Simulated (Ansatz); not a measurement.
## Decaying states in the gap of Br2ClF

Aim: relax a made-up compound, Br2ClF, and see how good a tunnel barrier it would be. It is built by putting F for part of the Cl in the BrCl structure of space group Cmcm, with the volume rescaled by atomic radii. The parent structure comes from the Materials Project.

Program: Ansatz 0.2.0. Level of theory: r2SCAN DFT, plane waves, PAW files, in the first sound run; inputs show where later runs differ. Results are calculated unless marked as measured.

The structure was built from a prototype and need not be the compound's stable phase.

## (1) The starting structure

Symmetry: Amm2, No. 38, orthorhombic system. The conventional cell has a = 7.395 Å, b = 7.458 Å, c = 4.665 Å, α = 90.00°, β = 90.00°, γ = 90.00°. Nearest to Br lie 1 F at 2.28 Å and 1 Cl at 2.28 Å. Cl has 2 Br at 2.28 Å nearest. Nearest to F lie 2 Br at 2.28 Å. It derives from BrCl. F for part of the Cl in the BrCl structure of space group Cmcm. Farther neighbours and most contacts between anions are not listed.

## (2) Relaxing the new crystal

The substituted atoms don't fit the parent's cell, so cell and atoms relax together. A small smearing keeps the run stable in case the gap closes on the way.

input.yaml reads:

```yaml
crystal:
  lattice:
    - [3.7290382824, -2.3325067603, 0.0]
    - [3.7290382824, 2.3325067603, 0.0]
    - [0.0, 0.0, 7.3946032384]
  atoms:
    - { symbol: Br, position: [0.0, 0.0, 0.0] }
    - { symbol: Br, position: [0.0, 0.0, 0.5] }
    - { symbol: Cl, position: [0.286648, 0.713352, 0.25] }
    - { symbol: F, position: [0.713352, 0.286648, 0.75] }
kpoints:
  mp_grid: { grid: [6, 6, 4] }
scf:
  occupations: { method: gaussian, width: 0.03 }
hamiltonian:
  xc: r2scan
output:
  forces: true
  stress: true
relax:
  f_tol: 0.02
  max_steps: 60
  cell: {}
```

Started as:

```console
$ ansatz run input.yaml --threads 2 --pin off --max-ram 4096MiB --backend cpu --events-out ev --progress --plain --runs-dir out
```

Numbers of over 12 decimals in the logs are rounded to 6 here.

The log of the run:

```text
Engine: ansatz 0.2.0, aarch64-unknown-linux-gnu
Pseudopotentials: kind: paw
Pseudopotential: Br, paw, valence charge 7, recommended cutoff 500 eV (meta_gga), Br.paw.azcp
Pseudopotential: Cl, paw, valence charge 7, recommended cutoff 500 eV (meta_gga), Cl.paw.azcp
Pseudopotential: F, paw, valence charge 7, recommended cutoff 500 eV (meta_gga), F.paw.azcp
Functional definition: r2SCAN
  parameter k0 = 0.174
  parameter k1 = 0.065
  parameter a1 = 4.9479
  exchange = r2scan_x(k0 = k0, k1 = k1, a1 = a1)
  correlation = r2scan_c
Crystal: 4 atoms, lattice volume = 128.637 Å³
Basis set: ecut = 500 eV, 3255 PW (Γ), exchange–correlation on 144×144×216 points (64 copies of the dense FFT grid, shifted against one another)
Bands: 18, of which v1, the nominal top of the filled ones, is band 14 counted from 1 (13 counted from 0)
Symmetry: 4 space group operations
Space group: Amm2 (ITA 38), of the structure as read, at distance tolerance 5.0e-5 Å
k-points: 39 of 144 (time reversal used)
Non-local potential: Br, projectors of the file, l = 0: 2, l = 1: 2, l = 2: 2
Non-local potential: Cl, projectors of the file, l = 0: 2, l = 1: 2, l = 2: 2
Non-local potential: F, projectors of the file, l = 0: 2, l = 1: 2, l = 2: 1
PAW form: soft (Blöchl's): semilocal exchange-correlation on the pseudo side does not see the compensation charge
PAW frozen core: Br, regenerated for the run's functional (the file was generated under x = pbe(κ = 0.804, μ = 0.219515), c = pbe(β = 0.066725))
PAW frozen core: Cl, regenerated for the run's functional (the file was generated under x = pbe(κ = 0.804, μ = 0.219515), c = pbe(β = 0.066725))
PAW frozen core: F, regenerated for the run's functional (the file was generated under x = pbe(κ = 0.804, μ = 0.219515), c = pbe(β = 0.066725))
PAW one-centre angular grid: Br, 302 points (default); XC on 160 Gauss nodes
PAW one-centre angular grid: Cl, 302 points (default); XC on 160 Gauss nodes
PAW one-centre angular grid: F, 302 points (default); XC on 160 Gauss nodes
Initial density: superposition of atomic densities (neutral atoms: chi_scale 0, normalization atom), corrected by the library's trained network
Initial wavefunctions: pseudopotential atomic-orbital guess
Functional: x = r2scan, c = r2scan; τ floored in thin density (d = 2e-4 eV/Å³)
SCF iter   1: F=—  HF=-7476.966642 eV  |F-HF|=—  |Δ(HF+E_count)|=         —  Δρ=6.94e-3  dr2=8.31e-2  dr2_τ=5.65e-2  ethr=1.77e-3  ⟨swp⟩=6.9  Hψ=4156  notcnv=0
preconditioner: auto → Resta (q_TF=auto, 2.116 Å⁻¹)  ε∞=3.3  [insulator: Δε(μ)=1.971 eV  Ē_g=10.918 eV  σ=0.030 eV  W_gap=1.00  n_scr=22 (ndim 8)  ℏωp=16.7 eV  f_vac=0.153  D(μ)=0.00/eV (n_scr^D=0)  ε∞_Penn≈3.3]
SCF iter   2: F=—  HF=-7476.982649 eV  |F-HF|=—  |Δ(HF+E_count)|=   1.60e-2  Δρ=6.92e-3  dr2=4.34e-2  dr2_τ=5.62e-3  ethr=2.97e-4  ⟨swp⟩=2.3  Hψ=1731  notcnv=0
SCF iter   3: F=—  HF=-7476.976806 eV  |F-HF|=—  |Δ(HF+E_count)|=   5.84e-3  Δρ=1.98e-3  dr2=2.52e-3  dr2_τ=2.09e-4  ethr=1.55e-4  ⟨swp⟩=2.0  Hψ=1083  notcnv=0
SCF iter   4: F=—  HF=-7476.977004 eV  |F-HF|=—  |Δ(HF+E_count)|=   1.98e-4  Δρ=6.42e-4  dr2=2.53e-4  dr2_τ=4.82e-5  ethr=8.99e-6  ⟨swp⟩=2.2  Hψ=1241  notcnv=0
SCF iter   5: F=—  HF=-7476.977061 eV  |F-HF|=—  |Δ(HF+E_count)|=   5.68e-5  Δρ=1.02e-4  dr2=1.72e-5  dr2_τ=5.33e-7  ethr=9.05e-7  ⟨swp⟩=2.9  Hψ=1340  notcnv=0
SCF iter   6: F=—  HF=-7476.977089 eV  |F-HF|=—  |Δ(HF+E_count)|=   2.86e-5  Δρ=2.46e-5  dr2=8.31e-7  dr2_τ=7.46e-8  ethr=6.14e-8  ⟨swp⟩=2.0  Hψ=1052  notcnv=0
SCF iter   7: F=-7476.977091 eV  HF=-7476.977091 eV  |F-HF|=3.99e-8  |Δ(HF+E_count)|=   1.27e-6  Δρ=4.37e-6  dr2=2.37e-8  dr2_τ=2.08e-9  ethr=3.57e-10  ⟨swp⟩=5.0  Hψ=2964  notcnv=0
SCF 1 converged in 7 iterations: F = -7476.977091 eV  dr2 = 2.37e-8
  greatest PAW one-centre occupation: 0.936 electrons in one spin orbital (limit 2), on the F atom at site 3 (counted from 0), in its partial waves of l = 0
relax step   1: F+E_penalty+E_count = -7476.97709058 eV  Δ(F+E_penalty+E_count) = +0.000e0 eV  max|allowed force component| = 1.260e0 eV/Å  Δτ_max = 0.0000 Å  P = -2.345 GPa  Ω = 128.637 Å³  (7 SCF iters, dr2 threshold 1.00e-7 eV, accepted)
Crystal: 4 atoms, lattice volume = 122.398 Å³
Basis set: ecut = 500 eV, 3119 PW (Γ), exchange–correlation on 144×144×216 points (64 copies of the dense FFT grid, shifted against one another)
Initial density: handed on by an earlier stage of this run
Initial wavefunctions: those handed on with the density
iter 1 solved again at ethr=1.51e-3 eV; its pass at ethr=3.10e-3 eV (dr2=4.24e-1 eV) is discarded
SCF iter   1: F=—  HF=-7477.240865 eV  |F-HF|=—  |Δ(HF+E_count)|=         —  Δρ=1.62e-2  dr2=4.25e-1  dr2_τ=6.17e-1  ethr=1.51e-3  ⟨swp⟩=1.0  Hψ=4460  notcnv=0
automatic band count: iteration 1 solves 17 bands in place of 18: the levels show a gap, and the empty bands left out lie too high to hold charge; the band table lists the bands solved (type scf.n_extra_bands for more)
preconditioner: auto → Resta (q_TF=auto, 2.134 Å⁻¹)  ε∞=3.8  [insulator: Δε(μ)=2.229 eV  Ē_g=10.181 eV  σ=0.030 eV  W_gap=1.00  n_scr=22 (ndim 8)  ℏωp=17.1 eV  f_vac=0.144  D(μ)=0.00/eV (n_scr^D=0)  ε∞_Penn≈3.8]
SCF iter   2: F=—  HF=-7477.246863 eV  |F-HF|=—  |Δ(HF+E_count)|=   6.00e-3  Δρ=1.39e-2  dr2=1.37e-1  dr2_τ=2.29e-2  ethr=1.51e-3  ⟨swp⟩=2.4  Hψ=1121  notcnv=0
SCF iter   3: F=—  HF=-7477.227538 eV  |F-HF|=—  |Δ(HF+E_count)|=   1.93e-2  Δρ=4.39e-3  dr2=1.49e-2  dr2_τ=1.20e-3  ethr=4.88e-4  ⟨swp⟩=2.1  Hψ=1378  notcnv=0
SCF iter   4: F=—  HF=-7477.227259 eV  |F-HF|=—  |Δ(HF+E_count)|=   2.80e-4  Δρ=9.05e-4  dr2=1.46e-3  dr2_τ=9.41e-5  ethr=5.32e-5  ⟨swp⟩=3.0  Hψ=1313  notcnv=0
SCF iter   5: F=—  HF=-7477.227354 eV  |F-HF|=—  |Δ(HF+E_count)|=   9.50e-5  Δρ=2.30e-4  dr2=8.51e-5  dr2_τ=4.41e-6  ethr=5.22e-6  ⟨swp⟩=2.5  Hψ=1217  notcnv=0
SCF iter   6: F=—  HF=-7477.227425 eV  |F-HF|=—  |Δ(HF+E_count)|=   7.17e-5  Δρ=7.66e-5  dr2=8.70e-6  dr2_τ=4.37e-7  ethr=3.04e-7  ⟨swp⟩=2.2  Hψ=1040  notcnv=0
SCF iter   7: F=—  HF=-7477.227431 eV  |F-HF|=—  |Δ(HF+E_count)|=   6.13e-6  Δρ=2.60e-5  dr2=9.11e-7  dr2_τ=7.95e-8  ethr=3.11e-8  ⟨swp⟩=2.0  Hψ=1199  notcnv=0
SCF iter   8: F=-7477.227432 eV  HF=-7477.227432 eV  |F-HF|=1.68e-9  |Δ(HF+E_count)|=   2.93e-7  Δρ=6.93e-6  dr2=9.31e-8  dr2_τ=6.64e-9  ethr=1.43e-9  ⟨swp⟩=5.0  Hψ=2659  notcnv=0
SCF 2 converged in 8 iterations: F = -7477.227432 eV  dr2 = 9.31e-8
  greatest PAW one-centre occupation: 0.937 electrons in one spin orbital (limit 2), on the F atom at site 3 (counted from 0), in its partial waves of l = 0
[...]
SCF iter   4: F=—  HF=-7477.246287 eV  |F-HF|=—  |Δ(HF+E_count)|=   3.73e-4  Δρ=3.22e-4  dr2=3.08e-4  dr2_τ=1.90e-5  ethr=1.26e-5  ⟨swp⟩=3.0  Hψ=1313  notcnv=0
SCF iter   5: F=—  HF=-7477.246315 eV  |F-HF|=—  |Δ(HF+E_count)|=   2.79e-5  Δρ=1.26e-4  dr2=2.18e-5  dr2_τ=1.19e-6  ethr=1.10e-6  ⟨swp⟩=2.7  Hψ=1132  notcnv=0
SCF iter   6: F=—  HF=-7477.246331 eV  |F-HF|=—  |Δ(HF+E_count)|=   1.61e-5  Δρ=4.50e-5  dr2=2.51e-6  dr2_τ=1.59e-7  ethr=7.78e-8  ⟨swp⟩=2.0  Hψ=975  notcnv=0
SCF iter   7: F=-7477.246332 eV  HF=-7477.246332 eV  |F-HF|=8.25e-8  |Δ(HF+E_count)|=   8.24e-7  Δρ=8.77e-6  dr2=9.97e-8  dr2_τ=1.27e-8  ethr=1.43e-9  ⟨swp⟩=5.1  Hψ=2915  notcnv=0
SCF 3 converged in 7 iterations: F = -7477.246332 eV  dr2 = 9.97e-8
  greatest PAW one-centre occupation: 0.938 electrons in one spin orbital (limit 2), on the F atom at site 3 (counted from 0), in its partial waves of l = 0
relax step   3: F+E_penalty+E_count = -7477.24633204 eV  Δ(F+E_penalty+E_count) = -1.890e-2 eV  max|allowed force component| = 2.278e-1 eV/Å  Δτ_max = 0.0314 Å  P = +0.363 GPa  Ω = 118.399 Å³  energy of the carried Pulay correction = +1.949e-3 eV  (7 SCF iters, dr2 threshold 4.00e-7 eV, accepted)
[...]
relax step   4: F+E_penalty+E_count = -7477.25529759 eV  Δ(F+E_penalty+E_count) = -8.966e-3 eV  max|allowed force component| = 9.963e-2 eV/Å  Δτ_max = 0.0184 Å  P = -0.100 GPa  Ω = 116.844 Å³  energy of the carried Pulay correction = +2.270e-3 eV  (6 SCF iters, dr2 threshold 4.00e-7 eV, accepted)
[...]
relax step   5: F+E_penalty+E_count = -7477.26349345 eV  Δ(F+E_penalty+E_count) = -8.196e-3 eV  max|allowed force component| = 1.108e-1 eV/Å  Δτ_max = 0.0153 Å  P = -0.362 GPa  Ω = 112.804 Å³  energy of the carried Pulay correction = +3.138e-3 eV  (7 SCF iters, dr2 threshold 4.00e-7 eV, accepted)
[...]
relax step   6: F+E_penalty+E_count = -7477.26703648 eV  Δ(F+E_penalty+E_count) = -3.543e-3 eV  max|allowed force component| = 4.744e-2 eV/Å  Δτ_max = 0.0030 Å  P = -0.131 GPa  Ω = 108.552 Å³  energy of the carried Pulay correction = +4.109e-3 eV  (6 SCF iters, dr2 threshold 4.00e-7 eV, accepted)
[...]
relax step   7: F+E_penalty+E_count = -7477.26787188 eV  Δ(F+E_penalty+E_count) = -8.354e-4 eV  max|allowed force component| = 1.162e-2 eV/Å  Δτ_max = 0.0102 Å  P = +0.012 GPa  Ω = 109.217 Å³  energy of the carried Pulay correction = +3.953e-3 eV  (6 SCF iters, dr2 threshold 3.76e-7 eV, accepted)
[...]
relax step   8: F+E_penalty+E_count = -7477.26790653 eV  Δ(F+E_penalty+E_count) = -3.465e-5 eV  max|allowed force component| = 8.019e-3 eV/Å  Δτ_max = 0.0059 Å  P = +0.039 GPa  Ω = 109.669 Å³  energy of the carried Pulay correction = +3.848e-3 eV  (7 SCF iters, dr2 threshold 6.28e-9 eV, accepted)
[...]
relax step   9: F+E_penalty+E_count = -7477.26797274 eV  Δ(F+E_penalty+E_count) = -6.622e-5 eV  max|allowed force component| = 6.893e-3 eV/Å  Δτ_max = 0.0027 Å  P = -0.004 GPa  Ω = 109.757 Å³  energy of the carried Pulay correction = +3.828e-3 eV  (7 SCF iters, dr2 threshold 1.25e-8 eV, accepted)
Basis set: ecut = 500 eV, 2791 PW (Γ), exchange–correlation on 120×120×216 points (64 copies of the dense FFT grid, shifted against one another)
Initial wavefunctions: pseudopotential atomic-orbital guess (no wavefunctions were taken with the density)
iter 1 solved again at ethr=2.78e-7 eV; its pass at ethr=3.10e-3 eV (dr2=7.79e-5 eV) is discarded
SCF iter   1: F=—  HF=-7477.264113 eV  |F-HF|=—  |Δ(HF+E_count)|=         —  Δρ=3.11e-4  dr2=9.57e-6  dr2_τ=4.84e-5  ethr=2.78e-7  ⟨swp⟩=4.2  Hψ=6578  notcnv=0
preconditioner: auto → Resta (q_TF=auto, 2.173 Å⁻¹)  ε∞=3.5  [insulator: Δε(μ)=2.060 eV  Ē_g=11.437 eV  σ=0.030 eV  W_gap=1.00  n_scr=22 (ndim 8)  ℏωp=18.1 eV  f_vac=0.071  D(μ)=0.00/eV (n_scr^D=0)  ε∞_Penn≈3.5]
SCF iter   2: F=—  HF=-7477.264148 eV  |F-HF|=—  |Δ(HF+E_count)|=   3.49e-5  Δρ=1.57e-4  dr2=3.29e-6  dr2_τ=6.55e-6  ethr=3.42e-8  ⟨swp⟩=2.2  Hψ=1082  notcnv=0
SCF iter   3: F=—  HF=-7477.264158 eV  |F-HF|=—  |Δ(HF+E_count)|=   1.03e-5  Δρ=7.22e-5  dr2=4.18e-6  dr2_τ=4.55e-7  ethr=1.18e-8  ⟨swp⟩=2.0  Hψ=1248  notcnv=0
SCF iter   4: F=—  HF=-7477.264161 eV  |F-HF|=—  |Δ(HF+E_count)|=   2.28e-6  Δρ=6.31e-6  dr2=2.30e-8  dr2_τ=7.31e-9  ethr=1.18e-8  ⟨swp⟩=2.5  Hψ=1089  notcnv=0
SCF iter   5: F=—  HF=-7477.264157 eV  |F-HF|=—  |Δ(HF+E_count)|=   3.77e-6  Δρ=1.69e-6  dr2=5.98e-10  dr2_τ=7.37e-10  ethr=8.20e-11  ⟨swp⟩=2.3  Hψ=1216  notcnv=0
SCF iter   6: F=-7477.264157 eV  HF=-7477.264157 eV  |F-HF|=3.09e-11  |Δ(HF+E_count)|=   1.98e-9  Δρ=2.10e-7  dr2=2.75e-11  dr2_τ=8.08e-12  ethr=1.00e-12  ⟨swp⟩=4.0  Hψ=3437  notcnv=0
SCF 10 converged in 6 iterations: F = -7477.264157 eV  dr2 = 2.75e-11
relax step  10: F+E_penalty+E_count = -7477.26415680 eV  Δ(F+E_penalty+E_count) = +3.816e-3 eV  max|allowed force component| = 6.575e-3 eV/Å  Δτ_max = 0.0000 Å  P = -0.002 GPa  Ω = 109.757 Å³  stress off target by 1.20e-2 GPa  SCF on the basis re-selected at this cell (its energy is not comparable with the rows above)  (6 SCF iters)
basis re-selected at this cell: Δ(F+E_penalty+E_count) = +3.816e-3 eV, ΔP = +0.002 GPa vs the last step (what re-selecting the basis moved, of the pressure what is left beyond the Pulay correction that the steps carried, after the strain that the cell walked since its last selection, with what the two solves' SCF thresholds leave and, on support functions, any second-order correction that the steps lacked; it is no measure of the basis error at this ecutwfc). The dense FFT grid was sized anew with the basis: this SCF ran on 30×30×54 points, the steps before it on 36×36×54, so part of this shift can come from that change (see relax.cell in the input reference). [rest of the remark cut]
SCF converged after 6 iterations
Free energy (F): -7477.264157 eV
Harris-Foulkes:  -7477.264157 eV  (|F-HF|=3.09e-11)
Internal energy: -7477.264157 eV  (E = F + TS)
E sigma→0 (E₀):  -7477.264157 eV
Fermi energy:    1.587016 eV
--- Per-component energies (eV) ---
  E_band       = -175.512418
  E_kinetic    = 627.569061
  E_local      = -1553.230353  (includes V_loc(G=0)·N_el)
  E_nonlocal   = 241.333477
  E_hartree    = 519.651412
  E_xc         = -678.084528
  E_vxc        = -471.872008  (∫ρ·V_xc dr)
  E_paw        = -5410.102107  (= ΣΔE_a)
  E_vpaw       = -85.913840  (= ΣTr[D̂ρ^β])
  E_aug_tail   = 0.001037  (compensation charges beyond the density's cutoff)
  E_vtau       = 27.297454  (kinetic-family band-sum trace: ∫τ·v_τ [+ j·A + Jᵃ·Aᵃ] dr)
  E_ewald      = -1223.917969
  E_core_change = -0.484186  (= ΣΔE_core)
  E_smearing   = -0.000000  (= −TS)
  E_closure    = -0.000000  (closes the sum)
  Σ components = -7477.264157   (vs F -7477.264157, Δ=0.00e0)
--- Forces (eV/Å), atoms counted from 1 ---
  atom   1  Br     0.00000000    -0.00406461     0.00285496
  atom   2  Br     0.00000000    -0.00406461    -0.00285496
  atom   3  Cl     0.00000000     0.00657445     0.00000000
  atom   4  F      0.00000000     0.00155442     0.00000000
  max |Σ_I F_I| component: 3.52e-7 eV/Å
--- Stress (GPa, compression-positive) ---
       -0.012012       0.000000       0.000000
        0.000000       0.004669       0.000000
        0.000000       0.000000       0.001559
  P = ⅓ Tr σ = -0.0019 GPa (-0.019 kbar)
--- Relaxed structure (9 steps of the walk, 9 accepted, 1 SCFs on fresh bases) ---
  F+E_penalty+E_count = -7477.26415680 eV   max|allowed force component| = 6.575e-3 eV/Å   (the final SCF, on the basis selected at the relaxed cell)
  cell:  # Å, volume = 109.7567 Å³
    - [3.337933, -2.262458, 0.0]
    - [3.337933, 2.262458, 0.0]
    - [0.0, 0.0, 7.266796]
  atoms:
    - { symbol: Br, position: [-0.010039, 0.010039, -0.010759] }
    - { symbol: Br, position: [-0.010039, 0.010039, 0.510759] }
    - { symbol: Cl, position: [0.282271, 0.717729, 0.25] }
    - { symbol: F, position: [0.737808, 0.262192, 0.750000] }
```

Run time: 67 s. Hardware: 2 threads of Arm Neoverse V2, shared host; peak memory 0.65 GiB; 2.2 min of CPU time.

Step by step:

```
step  energy less that of the first step (eV)  largest force component (eV/Å)  pressure (GPa)  volume (Å³)
   1                                   0.0000                          1.2597           -2.35       128.64
   2                                  -0.2503                          0.3393           -0.33       122.40
   3                                  -0.2692                          0.2278            0.36       118.40
   4                                  -0.2782                          0.0996           -0.10       116.84
   5                                  -0.2864                          0.1108           -0.36       112.80
   6                                  -0.2899                          0.0474           -0.13       108.55
   7                                  -0.2908                          0.0116            0.01       109.22
   8                                  -0.2908                          0.0080            0.04       109.67
   9                                  -0.2909                          0.0069            0.00       109.76
 10*                                  -0.2871                          0.0066            0.00       109.76
```

Relaxation steps marked * repeat the geometry before them on a plane-wave basis chosen anew for their cell, so energy and pressure can jump there.

The run keeps the 4 symmetry operations that it works with, so distortions that break them were not tested.

```
conventional cell, symmetrised  before  after   change
                         a (Å)   7.395  7.267   -1.7 %
                         b (Å)   7.458  6.676  -10.5 %
                         c (Å)   4.665  4.525   -3.0 %
              volume (Å³/atom)   32.16  27.44  -14.7 %
```

The atoms that moved most (Å, as changes of fractional coordinates times the final cell):

| atom | dx | dy | dz | length |
| --- | --- | --- | --- | --- |
| F4 | 0.000 | -0.111 | 0.000 | 0.111 |
| Br2 | 0.000 | 0.045 | 0.078 | 0.090 |
| Br1 | 0.000 | 0.045 | -0.078 | 0.090 |
| Cl3 | 0.000 | 0.020 | 0.000 | 0.020 |

The relaxed structure:

```cif
data_structure
_symmetry_space_group_name_H-M 'P 1'
_symmetry_Int_Tables_number 1
_cell_length_a 4.0324
_cell_length_b 4.0324
_cell_length_c 7.2668
_cell_angle_alpha 90.000
_cell_angle_beta 90.000
_cell_angle_gamma 68.259
_cell_volume 109.76
loop_
_atom_site_label
_atom_site_type_symbol
_atom_site_fract_x
_atom_site_fract_y
_atom_site_fract_z
_atom_site_occupancy
Br1 Br 0.98996 0.01004 0.98924 1
Br2 Br 0.98996 0.01004 0.51076 1
Cl3 Cl 0.28227 0.71773 0.25000 1
F4 F 0.73781 0.26219 0.75000 1
```

Numbers from this step:

```
free energy  : -7477.2642 eV
Fermi energy : 1.587 eV
pressure     : -0.001928 GPa
```

The largest force component on a free atom ends at 0.0066 eV/Å.

[end of part 1 of 3]

[Logs are printed without paths, hosts, clocks, repeated set-up lines and the standing remarks that a program may print on its own settings, such as how far it seeks lower states.]

[Hosts, paths, dates, database ids (printed as entryN), source tags and the programs' standing remarks are cut or masked in the printed files.]
